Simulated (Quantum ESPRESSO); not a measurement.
**Wannier-interpolated electron–phonon scattering in Ta (Im-3m)**

How strongly do phonons scatter the electrons of Ta (Im-3m), and how dense must the meshes be?

Main program and level: Quantum ESPRESSO 7.5; DFT PBE, scalar-relativistic, plane waves, PseudoDojo 0.4.1 norm-conserving pseudopotentials.

**Measured values to reproduce.**

For Ta (bulk crystal), “CRC Handbook of Chemistry and Physics, 84th edition, Electrical Resistivity of Pure Metals” (2003, CRC Press, section 12, read from Wikipedia's data page) quotes earlier work: resistivity at 300 K 13.5 μΩ cm; resistivity at 500 K 22.9 μΩ cm.

For Ta (bulk crystal), “Specific Heats and Enthalpies of Technical Solids at Low Temperatures” (1960, NBS Monograph 21, table 3) quotes earlier work: Sommerfeld coefficient γ (electronic heat capacity coefficient, an early compilation) 5.7 mJ/(mol K²).

“Surface-resistance measurements using superconducting stripline resonators” (2013, arxiv:1309.5331) reports for Ta, by microwave stripline resonator (foil much thicker than the skin depth): superconducting transition temperature (superconducting transition seen in surface resistance) 4.5 K.

Most raw output is cut from this account.

## Step 1: The starting structure

Symmetry: Im-3m, No. 229, cubic system. The conventional cell has a = 3.303 Å, b = 3.303 Å, c = 3.303 Å, α = 90.00°, β = 90.00°, γ = 90.00°. Nearest to Ta lie 8 Ta at 2.86 Å.

Structure file:

```cif
data_structure
_symmetry_space_group_name_H-M 'Im-3m'
_symmetry_Int_Tables_number 229
_cell_length_a 3.3026
_cell_length_b 3.3026
_cell_length_c 3.3026
_cell_angle_alpha 90.000
_cell_angle_beta 90.000
_cell_angle_gamma 90.000
_cell_volume 36.02
loop_
_atom_site_label
_atom_site_type_symbol
_atom_site_symmetry_multiplicity
_atom_site_Wyckoff_symbol
_atom_site_fract_x
_atom_site_fract_y
_atom_site_fract_z
_atom_site_occupancy
Ta1 Ta 2 a 0.00000 0.00000 0.00000 1
```

## Step 2: Relaxation

The cell is relaxed under the functional used for all that follows.

relax.in reads:

```
 &control
    calculation='vc-relax',
    prefix='x',
    outdir='./tmp',
    pseudo_dir='./pseudo',
    tprnfor=.true.,
    tstress=.true.,
    etot_conv_thr=1.0d-05,
    forc_conv_thr=4.0d-04,
 /
 &system
    ibrav=0,
    nat=1,
    ntyp=1,
    ecutwfc=58.0,
    occupations='smearing',
    smearing='mv',
    degauss=0.02,
 /
 &electrons
    conv_thr=1.0d-11,
 /
 &ions
 /
 &cell
    press_conv_thr=0.4,
 /
ATOMIC_SPECIES
 Ta    180.9479  Ta.upf
CELL_PARAMETERS angstrom
    -1.651280000    1.651280000    1.651280000
     1.651280000   -1.651280000    1.651280000
     1.651280000    1.651280000   -1.651280000
ATOMIC_POSITIONS crystal
 Ta     0.000000000   0.000000000   0.000000000
K_POINTS automatic
 12 12 12 0 0 0
```

Command:

```bash
$ OMP_NUM_THREADS=1 mpirun -n 8 pw.x -nk 8 -in relax.in > relax.out
```

The job ended after 11 s (8 MPI ranks of Arm Neoverse N1, shared host; 85 s of CPU time).

This step gave:

* free energy: -1771.5508 eV
* pressure: 0.005 GPa
* volume per atom: 18.25 Å³/atom

The volume ends at 18.25 Å³ an atom, +1.3 % from the start.

## Step 3: Ground state

Linear response needs a tightly converged ground state.

scf.in reads:

```
 &control
    calculation='scf',
    prefix='x',
    outdir='./tmp',
    pseudo_dir='./pseudo',
    tprnfor=.true.,
    tstress=.true.,
 /
 &system
    ibrav=0,
    nat=1,
    ntyp=1,
    ecutwfc=58.0,
    occupations='smearing',
    smearing='mv',
    degauss=0.02,
 /
 &electrons
    conv_thr=1.0d-12,
 /
ATOMIC_SPECIES
 Ta    180.9479  Ta.upf
CELL_PARAMETERS angstrom
    -1.658507900    1.658507900    1.658507900
     1.658507900   -1.658507900    1.658507900
     1.658507900    1.658507900   -1.658507900
ATOMIC_POSITIONS crystal
 Ta     0.000000000   0.000000000   0.000000000
K_POINTS automatic
 12 12 12 0 0 0
```

Command:

```bash
$ OMP_NUM_THREADS=1 mpirun -n 8 pw.x -nk 8 -in scf.in > scf.out
```

The job ended after 3.8 s (8 MPI ranks).

Numbers from this step:

| Quantity | Value |
| --- | --- |
| Fermi energy | 18.19 eV |
| pressure | 0.006000 GPa |

The Fermi level lies at 18.19 eV and the pressure is 0.0060 GPa.

## Step 4: Phonons on the coarse mesh

ph.x gives the dynamical matrices and the changes of the potential on a coarse q mesh, which EPW interpolates.

ph.in reads:

```
phonons
 &inputph
    prefix='x',
    outdir='./tmp',
    tr2_ph=1.0d-14,
    fildyn='x.dyn',
    fildvscf='dvscf',
    ldisp=.true.,
    nq1=4,
    nq2=4,
    nq3=4,
    alpha_mix(1)=0.5,
    amass(1)=180.9479,
 /
```

Command:

```bash
$ OMP_NUM_THREADS=1 mpirun -n 8 ph.x -nk 8 -in ph.in > ph.out
```

Wall time 14 min (8 MPI ranks).

This step gave:

```
lowest frequency off the zone centre                                            : 56.23 cm⁻¹
largest magnitude of the acoustic modes at the zone centre, before the sum rule : 3.275 cm⁻¹
```

Frequencies at the irreducible wavevectors:

```csv
q1,q2,q3,star,mode 1 (cm⁻¹),mode 2 (cm⁻¹),mode 3 (cm⁻¹)
0,0,0,1,3.3,3.3,3.3
0,0,0.25,12,56.2,73.4,107.9
0,0,-0.5,6,84.8,129.3,139.9
0,0.25,0.25,24,85.5,94.9,138.3
0.25,0.25,0.25,2,115.1,115.1,115.1
0.25,0.25,-0.25,6,99.4,99.4,135.9
0.25,-0.5,-0.5,12,105.5,128.9,151.1
-0.5,-0.5,-0.5,1,160.2,160.2,160.2
```

The lowest mode off the zone centre lies at 56.2 cm⁻¹ and the highest of all solved modes at 160 cm⁻¹, so the solved wavevectors are stable. The acoustic modes at the centre lie within 3.3 cm⁻¹ of zero before the sum rule is imposed.

## Step 5: Bands for the check

Bands on a path serve later as the test of the Wannier interpolation; inside the frozen window, points that lie on the coarse mesh match by construction, and those between them test it.

bands.in reads:

```
 &control
    calculation='bands',
    prefix='x',
    outdir='./tmp',
    pseudo_dir='./pseudo',
    verbosity='high',
 /
 &system
    ibrav=0,
    nat=1,
    ntyp=1,
    ecutwfc=58.0,
    occupations='smearing',
    smearing='mv',
    degauss=0.02,
    nbnd=29,
 /
 &electrons
    conv_thr=1.0d-10,
 /
ATOMIC_SPECIES
 Ta    180.9479  Ta.upf
CELL_PARAMETERS angstrom
    -1.658507900    1.658507900    1.658507900
     1.658507900   -1.658507900    1.658507900
     1.658507900    1.658507900   -1.658507900
ATOMIC_POSITIONS crystal
 Ta     0.000000000   0.000000000   0.000000000
K_POINTS crystal
70
 0.00000000 0.00000000 0.00000000 0.01428571
 0.02941176 -0.02941176 0.02941176 0.01428571
 0.05882353 -0.05882353 0.05882353 0.01428571
 0.08823529 -0.08823529 0.08823529 0.01428571
[the list of k-points goes on]
```

Command:

```bash
$ OMP_NUM_THREADS=1 mpirun -n 8 pw.x -nk 8 -in bands.in > bands.out
```

Elapsed: 6.7 s, on 8 MPI ranks; 53 s of CPU time.

## Step 6: States on the coarse mesh

Wannier functions need the states on a full uniform k mesh, and the couplings need it to be a multiple of the q mesh.

nscf.in reads:

```
 &control
    calculation='nscf',
    prefix='x',
    outdir='./tmp',
    pseudo_dir='./pseudo',
    verbosity='high',
 /
 &system
    ibrav=0,
    nat=1,
    ntyp=1,
    ecutwfc=58.0,
    occupations='smearing',
    smearing='mv',
    degauss=0.02,
    nbnd=29,
 /
 &electrons
    conv_thr=1.0d-11,
 /
ATOMIC_SPECIES
 Ta    180.9479  Ta.upf
CELL_PARAMETERS angstrom
    -1.658507900    1.658507900    1.658507900
     1.658507900   -1.658507900    1.658507900
     1.658507900    1.658507900   -1.658507900
ATOMIC_POSITIONS crystal
 Ta     0.000000000   0.000000000   0.000000000
K_POINTS crystal
512
 0.00000000 0.00000000 0.00000000 0.00195312
 0.00000000 0.00000000 0.12500000 0.00195312
 0.00000000 0.00000000 0.25000000 0.00195312
 0.00000000 0.00000000 0.37500000 0.00195312
[the list of k-points goes on]
```

Command:

```bash
$ OMP_NUM_THREADS=1 mpirun -n 8 pw.x -nk 8 -in nscf.in > nscf.out
```

Run time: 49 s. Hardware: 8 MPI ranks.

This step gave:

* Fermi energy: 18.20 eV

## Step 7: Wannier functions and couplings

Projections Ta s, p, d start 9 Wannier functions; states up to 2.5 eV over the Fermi level are frozen, and the projected functions are kept without the localisation step. Hamiltonian, force constants and couplings go to real space.

epw1.in reads:

```
--
 &inputepw
    prefix='x',
    outdir='./tmp',
    dvscf_dir='./save',
    elph=.true.,
    etf_mem=1,
    nbndsub=9,
    bands_skipped='exclude_bands = 1-4',
    use_ws=.true.,
    vme='wannier',
    asr_typ='crystal',
    nk1=8,
    nk2=8,
    nk3=8,
    nq1=4,
    nq2=4,
    nq3=4,
    amass(1)=180.9479,
    epwwrite=.true.,
    epwread=.false.,
    wannierize=.true.,
    num_iter=0,
    dis_win_max=58.19,
    dis_froz_max=20.686,
    proj(1)='Ta:s;p;d',
    wdata(1)='dis_num_iter = 600',
    wdata(2)='guiding_centres = .true.',
    wdata(3)='num_print_cycles = 50',
    wdata(4)='dis_mix_ratio = 0.7',
    band_plot=.true.,
    filkf='path.dat',
    filqf='path.dat',
    fsthick=100.0,
    efermi_read=.true.,
    fermi_energy=18.1863,
 /
```

Command:

```bash
$ OMP_NUM_THREADS=1 mpirun -n 8 epw.x -nk 8 -in epw1.in > epw1.out
```

Wall time 11 min (8 MPI ranks); 85 min of CPU time.

Numbers from this step:

- r.m.s. error of the interpolated bands from 2 eV under to 1 eV over the Fermi level: 9.7 meV
- largest error in that range: 50.4 meV
- lowest interpolated frequency on the path: 0 cm⁻¹

The electronic bands at the labelled points (eV, zero at the Fermi level; # counts the bands kept):

```csv
point,#1,#2,#3,#4,#5,#6
Γ,-7.87,0.74,0.74,0.74,3.97,3.97
0.53 of the way,-3.42,-1.21,1.41,1.41,3.42,4.86
H,-3.72,-3.72,6.74,6.74,6.74,8.47
halfway,-2.89,-1.87,1.11,1.70,7.19,7.81
N,-4.32,-1.50,1.52,3.84,4.86,7.68
halfway,-5.60,-0.53,-0.08,3.29,3.38,4.15
Γ,-7.87,0.74,0.74,0.74,3.97,3.97
halfway,-4.54,-0.98,-0.98,4.05,4.05,5.29
P,-1.22,-1.22,-1.22,5.03,5.03,6.92
halfway,-1.67,-1.67,-1.48,4.40,4.40,9.27
H,-3.72,-3.72,6.74,6.74,6.74,8.47
```

The same for Wannier interpolation:

```csv
point,#1,#2,#3,#4,#5,#6
Γ,-7.87,0.74,0.74,0.74,4.33,4.33
H,-3.72,-3.72,6.78,6.78,6.78,10.18
N,-4.32,-1.50,1.52,3.95,5.01,7.68
Γ,-7.87,0.74,0.74,0.74,4.33,4.33
P,-1.22,-1.22,-1.22,5.03,5.03,6.93
H,-3.72,-3.72,6.78,6.78,6.78,10.18
```

Phonon branches along the path, in cm⁻¹:

```csv
point,branch 1,branch 2,branch 3
Γ,0,0,0
0.53 of the way,107,107,134
H,160,160,160
halfway,105,129,151
N,85,129,140
halfway,56,73,108
Γ,0,0,0
halfway,56,56,131
P,115,115,115
halfway,100,127,127
H,160,160,160
```

Near the Fermi level the interpolated bands miss those of pw.x by 10 meV r.m.s. and 50 meV at most, each level matched to the nearest interpolated one; the r.m.s. value is under the 60 meV set for going on.

## Step 8: Coupling and Tc: fine k 20×20×20, q 10×10×10, width 0.15 eV, window 0.61 eV

The couplings are interpolated to a fine mesh near the Fermi level; their sum gives α²F and λ, and the linearised gap equation gives Tc.

a2f-1.in reads:

```
--
 &inputepw
    prefix='x',
    outdir='./tmp',
    dvscf_dir='./save',
    elph=.true.,
    etf_mem=1,
    nbndsub=9,
    bands_skipped='exclude_bands = 1-4',
    use_ws=.true.,
    vme='wannier',
    asr_typ='crystal',
    nk1=8,
    nk2=8,
    nk3=8,
    nq1=4,
    nq2=4,
    nq3=4,
    amass(1)=180.9479,
    epwwrite=.false.,
    epwread=.true.,
    wannierize=.false.,
    nkf1=20,
    nkf2=20,
    nkf3=20,
    nqf1=10,
    nqf2=10,
    nqf3=10,
    mp_mesh_k=.true.,
    ephwrite=.true.,
    eliashberg=.true.,
    liso=.true.,
    limag=.true.,
    tc_linear=.true.,
    tc_linear_solver='lapack',
    fsthick=0.61,
    degaussw=0.15,
    degaussq=0.5,
    nqstep=500,
    muc=0.13,
    wscut=0.3,
    nsiter=500,
    nstemp=7,
    temps=0.5 1.0 2.0 4.0 8.0 16.0 32.0,
 /
```

Command:

```bash
$ OMP_NUM_THREADS=1 mpirun -n 8 epw.x -nk 8 -in a2f-1.in > a2f-1.out
```

Elapsed: 5.5 min, on 8 MPI ranks.

This step gave:

| Quantity | Value |
| --- | --- |
| coupling constant λ | 1.158 |
| log mean phonon energy ħω_log | 11.17 meV |
| density of states at the Fermi level | 0.6499 states/eV a spin and cell |
| Fermi level on the fine mesh | 18.17 eV |

Table of a2F by phonon energy; read off at these points:

```csv
phonon energy (meV),a2F
1.00,4.7e-5
1.50,0.00131
2.00,0.00970
2.50,0.0195
3.00,0.0341
3.50,0.0396
4.00,0.0554
4.50,0.0336
5.00,0.0570
5.50,0.114
6.00,0.138
6.50,0.197
7.00,0.124
7.50,0.117
8.00,0.278
8.50,0.422
9.00,0.392
9.50,0.475
10.00,0.707
10.35,0.757
10.50,0.715
11.00,0.433
11.50,0.402
12.00,0.373
12.50,0.426
13.00,0.521
13.50,0.417
14.00,0.390
14.50,0.424
15.00,0.667
15.50,1.23
15.77,1.40
16.00,1.39
16.50,1.38
17.00,1.02
17.50,0.410
18.00,0.208
18.50,0.140
19.00,0.0871
19.50,0.0530
20.00,0.0169
20.50,0.00131
21.00,4.6e-6
```

λ = 1.16 and ħω_log = 11.2 meV. The eigenvalue passes 1 near 12 K.

## Step 9: Resistivity: fine k 24×24×24, q 12×12×12, adaptive width, window 0.32 eV

The Boltzmann equation is solved by iteration on a fine mesh; only states within the window around the Fermi level enter.

bte-1.in reads:

```
--
 &inputepw
    prefix='x',
    outdir='./tmp',
    dvscf_dir='./save',
    elph=.true.,
    etf_mem=1,
    nbndsub=9,
    bands_skipped='exclude_bands = 1-4',
    use_ws=.true.,
    vme='wannier',
    asr_typ='crystal',
    nk1=8,
    nk2=8,
    nk3=8,
    nq1=4,
    nq2=4,
    nq3=4,
    amass(1)=180.9479,
    epwwrite=.false.,
    epwread=.true.,
    wannierize=.false.,
    nkf1=24,
    nkf2=24,
    nkf3=24,
    nqf1=12,
    nqf2=12,
    nqf3=12,
    mp_mesh_k=.true.,
    scattering=.true.,
    iterative_bte=.true.,
    epmatkqread=.false.,
    assume_metal=.true.,
    int_mob=.false.,
    carrier=.false.,
    ngaussw=-99,
    mob_maxiter=200,
    broyden_beta=0.7,
    fsthick=0.32,
    degaussw=0.0,
    nstemp=6,
    temps=150 200 273 300 400 500,
    restart=.false.,
    selecqread=.false.,
 /
```

Command:

```bash
$ OMP_NUM_THREADS=1 mpirun -n 8 epw.x -nk 8 -in bte-1.in > bte-1.out
```

It took 7 min on 8 MPI ranks; 56 min of CPU time.

This step gave:

```
iterations           : 23
resistivity at 300 K : 14.72 μΩ cm
```

Resistivity, by row:

```csv
T (K),rho_xx (μΩ cm),rho_yy,rho_zz,"relaxation-time approximation, mean of the axes (μΩ cm)"
150,7.828,7.828,7.828,8.369
200,10.07,10.07,10.07,10.76
273,13.46,13.46,13.46,14.33
300,14.72,14.72,14.72,15.65
400,19.42,19.42,19.42,20.57
500,24.2,24.2,24.2,25.56
```

ρ(300 K) = 14.7 μΩ cm; the relaxation-time start gave 15.7. One mesh does not show convergence. The largest adaptive width printed is 0.56 eV, against a window of 0.32 eV outside which no state is counted.

## Step 10: Coupling and Tc, input with a fault, fine q mesh 14×14×14, fine mesh 14×14×14

A variant of the settings follows.

bad.in reads:

```
--
 &inputepw
    prefix='x',
    outdir='./tmp',
    dvscf_dir='./save',
    elph=.true.,
    etf_mem=1,
    nbndsub=9,
    bands_skipped='exclude_bands = 1-4',
    use_ws=.true.,
    vme='wannier',
    asr_typ='crystal',
    nk1=8,
    nk2=8,
    nk3=8,
    nq1=4,
    nq2=4,
    nq3=4,
    amass(1)=180.9479,
    epwwrite=.false.,
    epwread=.true.,
    wannierize=.false.,
    nkf1=14,
    nkf2=14,
    nkf3=14,
    nqf1=14,
    nqf2=14,
    nqf3=14,
    mp_mesh_k=.true.,
    ephwrite=.true.,
    eliashberg=.true.,
    liso=.true.,
    limag=.true.,
    tc_linear=.true.,
    tc_linear_solver='lapack',
    fsthick=0.4,
    degaussw=0.6,
    degaussq=0.5,
    nqstep=500,
    muc=0.13,
    wscut=0.3,
    nsiter=500,
    nstemp=7,
    temps=0.5 1.0 2.0 4.0 8.0 16.0 32.0,
 /
```

Command:

```bash
$ OMP_NUM_THREADS=1 mpirun -n 8 epw.x -nk 8 -in bad.in > bad.out
```

The job ended after 0.62 s (8 MPI ranks).

The program refused the input before any cycle.

The program's message: “Error in routine readin (1): degaussw too close to fsthick”

The fault put into the input: a delta width larger than the window.

## Step 11: Resistivity: fine k 32×32×32, q 16×16×16, adaptive width, window 0.32 eV

At these temperatures only states within a few k_B T of the Fermi level carry current, so the mesh must be dense; it is refined.

bte-2.in reads:

```
--
 &inputepw
    prefix='x',
    outdir='./tmp',
    dvscf_dir='./save',
    elph=.true.,
    etf_mem=1,
    nbndsub=9,
    bands_skipped='exclude_bands = 1-4',
    use_ws=.true.,
    vme='wannier',
    asr_typ='crystal',
    nk1=8,
    nk2=8,
    nk3=8,
    nq1=4,
    nq2=4,
    nq3=4,
    amass(1)=180.9479,
    epwwrite=.false.,
    epwread=.true.,
    wannierize=.false.,
    nkf1=32,
    nkf2=32,
    nkf3=32,
    nqf1=16,
    nqf2=16,
    nqf3=16,
    mp_mesh_k=.true.,
    scattering=.true.,
    iterative_bte=.true.,
    epmatkqread=.false.,
    assume_metal=.true.,
    int_mob=.false.,
    carrier=.false.,
    ngaussw=-99,
    mob_maxiter=200,
    broyden_beta=0.7,
    fsthick=0.32,
    degaussw=0.0,
    nstemp=6,
    temps=150 200 273 300 400 500,
    restart=.false.,
    selecqread=.false.,
 /
```

Command:

```bash
$ OMP_NUM_THREADS=1 mpirun -n 8 epw.x -nk 8 -in bte-2.in > bte-2.out
```

The job ended after 20 min (8 MPI ranks).

Numbers from this step:

```yaml
resistivity_at_300_k: 16.07 μΩ cm
```

Resistivity, by row:

```csv
T (K),rho_xx (μΩ cm),rho_yy,rho_zz,"relaxation-time approximation, mean of the axes (μΩ cm)"
150,7.595,7.595,7.595,8.045
200,10.4,10.4,10.4,11.01
273,14.54,14.54,14.54,15.38
300,16.07,16.07,16.07,17.01
400,21.72,21.72,21.72,22.99
500,27.24,27.24,27.24,28.82
```

ρ(300 K) = 16.1 μΩ cm, against 14.7 before (+9 %); the relaxation-time start gave 17.0. The largest adaptive width printed is 0.45 eV, against a window of 0.32 eV outside which no state is counted.

## Step 12: Coupling and Tc: fine k 32×32×32, q 16×16×16, width 0.1 eV, window 0.41 eV

The sum is repeated with other meshes, delta width and window to test it.

a2f-2.in reads:

```
--
 &inputepw
    prefix='x',
    outdir='./tmp',
    dvscf_dir='./save',
    elph=.true.,
    etf_mem=1,
    nbndsub=9,
    bands_skipped='exclude_bands = 1-4',
    use_ws=.true.,
    vme='wannier',
    asr_typ='crystal',
    nk1=8,
    nk2=8,
    nk3=8,
    nq1=4,
    nq2=4,
    nq3=4,
    amass(1)=180.9479,
    epwwrite=.false.,
    epwread=.true.,
    wannierize=.false.,
    nkf1=32,
    nkf2=32,
    nkf3=32,
    nqf1=16,
    nqf2=16,
    nqf3=16,
    mp_mesh_k=.true.,
    ephwrite=.true.,
    eliashberg=.true.,
    liso=.true.,
    limag=.true.,
    tc_linear=.true.,
    tc_linear_solver='lapack',
    fsthick=0.41,
    degaussw=0.1,
    degaussq=0.5,
    nqstep=500,
    muc=0.13,
    wscut=0.3,
    nsiter=500,
    nstemp=7,
    temps=0.5 1.0 2.0 4.0 8.0 16.0 32.0,
 /
```

Command:

```bash
$ OMP_NUM_THREADS=1 mpirun -n 8 epw.x -nk 8 -in a2f-2.in > a2f-2.out
```

Wall time 17 min (8 MPI ranks); 2.2 h of CPU time.

This step gave:

| Item | Value |
| --- | --- |
| coupling constant λ | 1.106 |
| log mean phonon energy ħω_log | 10.94 meV |
| density of states at the Fermi level | 0.6492 states/eV a spin and cell |

[end of part 1 of 2]

[The logs of pw.x and epw.x are selected lines.]

[Logs are printed without paths, hosts, clocks, repeated set-up lines and the standing remarks that a program may print on its own settings, such as how far it seeks lower states.]

[Hosts, paths, dates, database ids (printed as entryN), source tags and the programs' standing remarks are cut or masked in the printed files.]
